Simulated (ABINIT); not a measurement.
# HgTe (Pm-3m): from the cell to the phonon bands, part 2 of 3

How does HgTe (Pm-3m) vibrate, and is this structure a minimum?

ABINIT 10.8.3; DFT LDA, scalar-relativistic, plane waves, PseudoDojo norm-conserving pseudopotentials.

So far. Step 5 (Relaxation): The volume changes by -0.1 % in this run and stands -14.7 % from the first cell. Step 6 (Self-consistent run for the response): The cell stands at -0.40 GPa: the relaxation ran with a smoothed and higher cutoff, and the difference is a stress of the finite basis. The relaxed cell has a = 3.679 Å (conventional setting).

The structure was built from a prototype and need not be the compound's stable phase.

## Step 7: Linear response at Γ

At q = 0 one unit cell holds all displacements. The response is solved for single atoms along the cell's directions, and symmetry skips those that follow from others. The crystal is treated as a metal, which screens a static field, so no field response is asked.

Contents of dfpt_gamma.abi:

```

# common to the responses
getwfk_filepath "gso_WFK"
kptopt 2
nqpt 1
qpt 0.0 0.0 0.0
asr 0
chneut 0

# displacements
rfphon 1
rfatpol 1 2
rfdir 1 1 1
tolvrs 1.0d-10
prtwf 0

# basis, mesh and filling
ecut 34.0
ngkpt 10 10 10
nshiftk 1
shiftk 0.0 0.0 0.0
istwfk *1
occopt 7
tsmear 0.01
nband 26
nstep 100
diemac 1000000.0
prtebands 0
prtgsr 0
useylm 1

# cell and atoms
acell 6.951970226 6.951970226 6.951970226
rprim 
    1.0 0.0 0.0
    0.0 1.0 0.0
    0.0 0.0 1.0
ntypat 2
znucl 80 52
natom 2
typat 1 2
xred 
    0.0 0.0 0.0
    0.5 0.5 0.5
pp_dirpath "./pseudo"
pseudos "Hg.upf, Te.upf"
```

Command:

```sh
OMP_NUM_THREADS=1 mpirun -n 4 abinit dfpt_gamma.abi > dfpt_gamma.log
```

Numbers of over 12 decimals in the logs are rounded to 6 here.

dfpt_gamma.abo, the main output file:

```text
[banners, grids, parts of the stress and lines that vanish by symmetry left out]
- input  file    -> dfpt_gamma.abi
- output file    -> dfpt_gamma.abo
- root for input  files -> dfpt_gammai
- root for output files -> dfpt_gammao

 Symmetries : space group Pm -3 m (#221); Bravais cP (primitive cubic)
================================================================================
 Values of the parameters that define the memory need of the present run (RF).
     intxc =       0      iscf =       7    lmnmax =      25     lnmax =       7
     mgfft =      40  mpssoang =       4    mqgrid =    3001     natom =       2
  nloc_mem =       1    nspden =       1   nspinor =       1    nsppol =       1
      nsym =      48    n1xccc =    2501    ntypat =       2    occopt =       7
   xclevel =       1
-    mband =          26        mffmem =           1         mkmem =         126
-   mkqmem =         126        mk1mem =         126           mpw =        3202
      nfft =       64000          nkpt =         504
- my_mband =          26
================================================================================
================================================================================

--------------------------------------------------------------------------------
------------- Echo of variables that govern the present computation ------------
--------------------------------------------------------------------------------
-
- outvars: echo of selected default values
-   iomode0 =  0 , fftalg0 =312 , wfoptalg0 =  0
-
- outvars: echo of global parameters not present in the input file
-  max_nthreads =    1
-
 -outvars: echo values of preprocessed input variables
 [... echo left out ...]
================================================================================

 chkinp: Checking input parameters for consistency.

[...]
== DATASET  1 ==================================================================
-   mpi_nproc: 4, omp_nthreads: 1 (-1 if OMP is not activated)

--- !DatasetInfo
iteration_state: {dtset: 1, }
dimensions: {natom: 2, nkpt: 504, mband: 26, nsppol: 1, nspinor: 1, nspden: 1, mpw: 3202, }
cutoff_energies: {ecut:  34.0, pawecutdg:  -1.0, }
electrons: {nelect:   3.60000000E+01, charge:   0.00000000E+00, occopt:   7.00000000E+00, tsmear:   1.00000000E-02, }
meta: {optdriver: 1, rfphon: 1, }
...

 mkfilename: getwfk from: gso_WFK

 Real(R)+Recip(G) space primitive vectors, cartesian coordinates (Bohr,Bohr^-1):
 R(1)=  6.9519702  0.0000000  0.0000000  G(1)=  0.1438441  0.0000000  0.0000000
 R(2)=  0.0000000  6.9519702  0.0000000  G(2)=  0.0000000  0.1438441  0.0000000
 R(3)=  0.0000000  0.0000000  6.9519702  G(3)=  0.0000000  0.0000000  0.1438441
 Unit cell volume ucvol=  3.3598796E+02 bohr^3
 Angles (23,13,12)=  9.00000000E+01  9.00000000E+01  9.00000000E+01 degrees
 setup1 : take into account q-point for computing boxcut.

 getcut: wavevector=  0.0000  0.0000  0.0000  ngfft=  40  40  40
         ecut(hartree)=     34.000   => boxcut(ratio)=   2.19204

--- Pseudopotential description ------------------------------------------------
- pspini: atom type   1  psp file is ./pseudo/Hg.upf

- pspini: atom type   2  psp file is ./pseudo/Te.upf

   2.40211393E+03                                ecore*ucvol(ha*bohr**3)
--------------------------------------------------------------------------------

 ==>  initialize data related to q vector <==

 The list of irreducible perturbations for this q vector is:
    1)    idir= 1    ipert=   1
    2)    idir= 1    ipert=   2

[...]
The perturbation idir=   2  ipert=   1 is
 symmetric of a previously calculated perturbation.
 So, its SCF calculation is not needed.

 The perturbation idir=   3  ipert=   1 is
 symmetric of a previously calculated perturbation.
 So, its SCF calculation is not needed.

 The perturbation idir=   2  ipert=   2 is
 symmetric of a previously calculated perturbation.
 So, its SCF calculation is not needed.

 The perturbation idir=   3  ipert=   2 is
 symmetric of a previously calculated perturbation.
 So, its SCF calculation is not needed.

--------------------------------------------------------------------------------
 Perturbation wavevector (in red.coord.)   0.000000  0.000000  0.000000
 Perturbation : displacement of atom   1   along direction   1
 Found     8 symmetries that leave the perturbation invariant.

[...]
dfpt_looppert : total number of electrons, from k and k+q
  fully or partially occupied states are    3.600000E+01 and    3.600000E+01.
 Initialisation of the first-order wave-functions :
  ireadwf=   0

--- !BeginCycle
iteration_state: {dtset: 1, }
solver: {iscf: 7, nstep: 100, nline: 4, wfoptalg: 0, }
tolerances: {tolvrs: 1.00E-10, }
...

     iter   2DEtotal(Ha)        deltaE(Ha) residm    vres2
-ETOT  1   2.583371     -7.381E+03 1.797E+01 1.725E+02
 ETOT  2  0.689773     -1.894E+00 2.419E-01 6.191E+00
 ETOT  3  0.684161     -5.612E-03 3.655E-03 4.670E-01
 ETOT  4  0.683820     -3.415E-04 2.966E-03 2.171E-02
 ETOT  5  0.683808     -1.123E-05 6.320E-05 1.929E-03
[...]
At SCF step   11       vres2   =  1.36E-13 < tolvrs=  1.00E-10 =>converged.
[...]
Mean square residual over all n,k,spin=   16.811E-13; max=  20.111E-10

 Thirteen components of 2nd-order total energy (hartree) are
 1,2,3: 0th-order hamiltonian combined with 1st-order wavefunctions
     kin0=   6.88267739E+03 eigvalue=   3.84211815E+02  local=  -4.38398557E+03
 4,5,6: 1st-order hamiltonian combined with 1st and 0th-order wfs
 loc psp =  -1.11344276E+04  Hartree=   3.07024083E+03     xc=  -3.58073702E+02
 note that "loc psp" includes a xc core correction that could be resolved
 7,8,9: eventually, occupation + non-local contributions
    edocc=   1.62806408E+02     enl0=   1.62483280E+03   enl1=  -3.63099238E+03
 1-9 gives the relaxation energy (to be shifted if some occ is /=2.0)
   erelax=  -7.38270997E+03
 10,11,12 Non-relaxation  contributions : frozen-wavefunctions and Ewald
 fr.local=   5.28133897E+03 fr.nonlo=   1.81741105E+03  Ewald=   1.92810501E+02
 13,14 Frozen wf xc core corrections (1) and (2)
 frxc 1  =  -6.24043294E+02  frxc 2 =   7.15876558E+02
 Resulting in :
 2DEtotal=    0.6838075292E+00 Ha. Also 2DEtotal=    0.186073507959E+02 eV
    (2DErelax=   -7.3827099723E+03 Ha. 2DEnonrelax=    7.3833937798E+03 Ha)
    (  non-var. 2DEtotal :    6.8380720033E-01 Ha)

[...]
Perturbation wavevector (in red.coord.)   0.000000  0.000000  0.000000
 Perturbation : displacement of atom   2   along direction   1
 Found     8 symmetries that leave the perturbation invariant.

--------------------------------------------------------------------------------

--------------------------------------------------------------------------------

 dfpt_looppert : total number of electrons, from k and k+q
  fully or partially occupied states are    3.600000E+01 and    3.600000E+01.
 Initialisation of the first-order wave-functions :
  ireadwf=   0

--- !BeginCycle
iteration_state: {dtset: 1, }
solver: {iscf: 7, nstep: 100, nline: 4, wfoptalg: 0, }
tolerances: {tolvrs: 1.00E-10, }
...

     iter   2DEtotal(Ha)        deltaE(Ha) residm    vres2
-ETOT  1   4.309394     -2.399E+04 3.305E+01 1.855E+02
[...]
ETOT  9  0.674322      1.091E-11 5.645E-07 4.313E-09
 ETOT 10  0.674322     -2.547E-11 2.155E-07 5.649E-11

 At SCF step   10       vres2   =  5.65E-11 < tolvrs=  1.00E-10 =>converged.
[...]
Mean square residual over all n,k,spin=   95.325E-12; max=  21.554E-08

 Thirteen components of 2nd-order total energy (hartree) are
 1,2,3: 0th-order hamiltonian combined with 1st-order wavefunctions
     kin0=   2.77646180E+04 eigvalue=   3.71400179E+03  local=  -1.36459584E+04
 4,5,6: 1st-order hamiltonian combined with 1st and 0th-order wfs
 loc psp =  -5.82328390E+03  Hartree=   1.88937482E+03     xc=  -3.01755447E+02
 note that "loc psp" includes a xc core correction that could be resolved
 7,8,9: eventually, occupation + non-local contributions
    edocc=   4.65193964E+01     enl0=   4.52738181E+03   enl1=  -4.21650802E+04
 1-9 gives the relaxation energy (to be shifted if some occ is /=2.0)
   erelax=  -2.39941820E+04
 10,11,12 Non-relaxation  contributions : frozen-wavefunctions and Ewald
 fr.local=   2.59293243E+03 fr.nonlo=   2.10785062E+04  Ewald=   1.92810501E+02
 13,14 Frozen wf xc core corrections (1) and (2)
 frxc 1  =  -5.72345938E+02  frxc 2 =   7.02953140E+02
 Resulting in :
 2DEtotal=    0.6743216238E+00 Ha. Also 2DEtotal=    0.183492261585E+02 eV
    (2DErelax=   -2.3994182025E+04 Ha. 2DEnonrelax=    2.3994856347E+04 Ha)
    (  non-var. 2DEtotal :    6.7431994219E-01 Ha)

[...]
---- first-order wavefunction calculations are completed ----

 ==> Compute Derivative Database <==

 [... matrices left out ...]
  Phonon wavevector (reduced coordinates) :  0.00000  0.00000  0.00000
 Phonon energies in Hartree :
   2.055389E-05  2.055389E-05  2.055389E-05  3.134590E-04  3.134590E-04
   3.134590E-04
 Phonon frequencies in cm-1    :
-  4.511058E+00  4.511058E+00  4.511058E+00  6.879629E+01  6.879629E+01
-  6.879629E+01

== END DATASET(S) ==============================================================
================================================================================

 -outvars: echo values of variables after computation
            acell      6.9519702260E+00  6.9519702260E+00  6.9519702260E+00 Bohr
           etotal      6.7432162377E-01
            fcart      0.0000000000E+00  0.0000000000E+00  0.0000000000E+00
           strten      0.0000000000E+00  0.0000000000E+00  0.0000000000E+00
================================================================================
```

The job ended after 2.6 min (4 MPI ranks of Arm Neoverse V2, shared host; 10 min of CPU time).

Numbers from this step:

| Quantity | Value |
| --- | --- |
| largest acoustic frequency at the zone centre before the sum rule | 4.51 cm⁻¹ |
| highest optical zone-centre mode (no LO-TO term) | 68.8 cm⁻¹ |
| lowest optical zone-centre mode | 68.8 cm⁻¹ |

The acoustic modes at Γ come out as far as 4.5 cm⁻¹ from zero, where they should vanish, a small numerical error.

## Step 8: Phonons on a q mesh

Linear response treats each wavevector in the unit cell, with no supercell; the 2×2×2 mesh fixes the range of the force constants to be had.

Contents of dfpt_q.abi:

```
ndtset 3

# wavevectors
qpt1 0.5 0.0 0.0
qpt2 0.5 0.5 0.0
qpt3 0.5 0.5 0.5

# displacements
getwfk_filepath "gso_WFK"
getwfq_filepath "gso_WFK"
kptopt 3
nqpt 1
rfphon 1
rfatpol 1 2
rfdir 1 1 1
tolvrs 1.0d-10
prtwf 0

# basis, mesh and filling
ecut 34.0
ngkpt 10 10 10
nshiftk 1
shiftk 0.0 0.0 0.0
istwfk *1
occopt 7
tsmear 0.01
nband 26
nstep 100
diemac 1000000.0
prtebands 0
prtgsr 0
useylm 1

# cell and atoms
acell 6.951970226 6.951970226 6.951970226
rprim 
    1.0 0.0 0.0
    0.0 1.0 0.0
    0.0 0.0 1.0
ntypat 2
znucl 80 52
natom 2
typat 1 2
xred 
    0.0 0.0 0.0
    0.5 0.5 0.5
pp_dirpath "./pseudo"
pseudos "Hg.upf, Te.upf"
```

Command:

```sh
OMP_NUM_THREADS=1 mpirun -n 4 abinit dfpt_q.abi > dfpt_q.log
```

dfpt_q.abo, the main output file:

```text
[banners, grids, parts of the stress and lines that vanish by symmetry left out]
- input  file    -> dfpt_q.abi
- output file    -> dfpt_q.abo
- root for input  files -> dfpt_qi
[...]
DATASET    1 : space group Pm -3 m (#221); Bravais cP (primitive cubic)
[...]
nfft =       64000          nkpt =        1000
[...]
DATASET    2 : space group Pm -3 m (#221); Bravais cP (primitive cubic)
[...]
nfft =       64000          nkpt =        1000
[...]
DATASET    3 : space group Pm -3 m (#221); Bravais cP (primitive cubic)
[...]
nfft =       64000          nkpt =        1000
[...]
== DATASET  1 ==================================================================
[...]
cutoff_energies: {ecut:  34.0, pawecutdg:  -1.0, }
[...]
Perturbation : displacement of atom   1   along direction   1
[...]
-ETOT  1   4.201588     -8.178E+03 1.801E+01 1.128E+04
 ETOT  2   1.971429     -2.230E+00 9.914E+00 5.959E+03
 ETOT  3   1.435428     -5.360E-01 2.301E+00 3.803E+02
 ETOT  4   1.402658     -3.277E-02 7.081E+00 1.943E+00
 ETOT  5   1.402403     -2.552E-04 4.087E+00 4.089E-02
[...]
At SCF step   12       vres2   =  4.66E-11 < tolvrs=  1.00E-10 =>converged.
[...]
Perturbation : displacement of atom   1   along direction   2
[...]
-ETOT  1   2.520606     -7.343E+03 1.878E+01 1.936E+02
[...]
At SCF step   11       vres2   =  1.29E-12 < tolvrs=  1.00E-10 =>converged.
[...]
Perturbation : displacement of atom   2   along direction   1
[...]
-ETOT  1   5.312931     -2.450E+04 3.308E+01 8.091E+03
[...]
At SCF step   11       vres2   =  1.46E-11 < tolvrs=  1.00E-10 =>converged.
[...]
Perturbation : displacement of atom   2   along direction   2
[...]
-ETOT  1   3.172365     -2.397E+04 3.307E+01 1.638E+02
[...]
At SCF step   10       vres2   =  3.03E-11 < tolvrs=  1.00E-10 =>converged.
[...]
Phonon wavevector (reduced coordinates) :  0.50000  0.00000  0.00000
 Phonon energies in Hartree :
[...]
Phonon frequencies in cm-1    :
- -4.426202E+01 -4.426202E+01  3.950506E+01  3.950506E+01  6.182688E+01
-  6.810210E+01
[...]
== DATASET  2 ==================================================================
[...]
cutoff_energies: {ecut:  34.0, pawecutdg:  -1.0, }
[...]
Perturbation : displacement of atom   1   along direction   1
[...]
-ETOT  1   3.312421     -7.775E+03 1.821E+01 1.532E+03
[...]
Perturbation : displacement of atom   1   along direction   3
[...]
-ETOT  1   2.490761     -7.314E+03 1.877E+01 1.316E+02
[...]
Perturbation : displacement of atom   2   along direction   1
[...]
-ETOT  1   5.352292     -2.424E+04 3.307E+01 3.266E+02
[...]
Perturbation : displacement of atom   2   along direction   3
[...]
-ETOT  1   2.158602     -2.395E+04 3.307E+01 1.407E+02
[...]
Phonon wavevector (reduced coordinates) :  0.50000  0.50000  0.00000
 Phonon energies in Hartree :
[...]
Phonon frequencies in cm-1    :
- -7.911544E+01  2.303549E+01  2.303549E+01  3.965206E+01  1.007910E+02
-  1.007910E+02
[...]
== DATASET  3 ==================================================================
[...]
cutoff_energies: {ecut:  34.0, pawecutdg:  -1.0, }
[...]
Perturbation : displacement of atom   1   along direction   1
[...]
-ETOT  1   3.254071     -7.621E+03 1.803E+01 8.551E+02
[...]
At SCF step   10       vres2   =  3.22E-11 < tolvrs=  1.00E-10 =>converged.
[...]
Perturbation : displacement of atom   2   along direction   1
[...]
-ETOT  1   4.638593     -2.414E+04 3.308E+01 1.732E+02
[...]
ETOT  9   1.045000      1.455E-11 1.431E+01 1.258E-09
 ETOT 10   1.045000     -1.419E-10 3.291E+01 2.697E-11
 At SCF step   10       vres2   =  2.70E-11 < tolvrs=  1.00E-10 =>converged.
[...]
Phonon wavevector (reduced coordinates) :  0.50000  0.50000  0.50000
 Phonon energies in Hartree :
[...]
Phonon frequencies in cm-1    :
-  5.794894E+01  5.794894E+01  5.794894E+01  6.691585E+01  6.691585E+01
-  6.691585E+01
[...]
strten2     0.0000000000E+00  0.0000000000E+00  0.0000000000E+00
           strten3     0.0000000000E+00  0.0000000000E+00  0.0000000000E+00
================================================================================
```

The job ended after 50 min (4 MPI ranks).

Read from the output:

* lowest mode on the q mesh (acoustic ones at the zone centre apart): -79.12 cm⁻¹

Frequencies (cm⁻¹) before the sum rule at the irreducible wavevectors but Γ, which is solved apart; negative means imaginary. Frequencies by wavevector:

```csv
q (fractions),star,mode 1,mode 2,mode 3,mode 4,mode 5,mode 6
0.5 0 0,3,-44.26,-44.26,39.51,39.51,61.83,68.1
0.5 0.5 0,3,-79.12,23.04,23.04,39.65,100.8,100.8
0.5 0.5 0.5,1,57.95,57.95,57.95,66.92,66.92,66.92
```

(Continued in part 3 of 3.)

[Host names and launcher messages were left out of these logs when they were recorded.]

[Logs are printed without paths, hosts, clocks, repeated set-up lines and the standing remarks that a program may print on its own settings, such as how far it seeks lower states.]

[Hosts, paths, dates, database ids (printed as entryN), source tags and the programs' standing remarks are cut or masked in the printed files.]
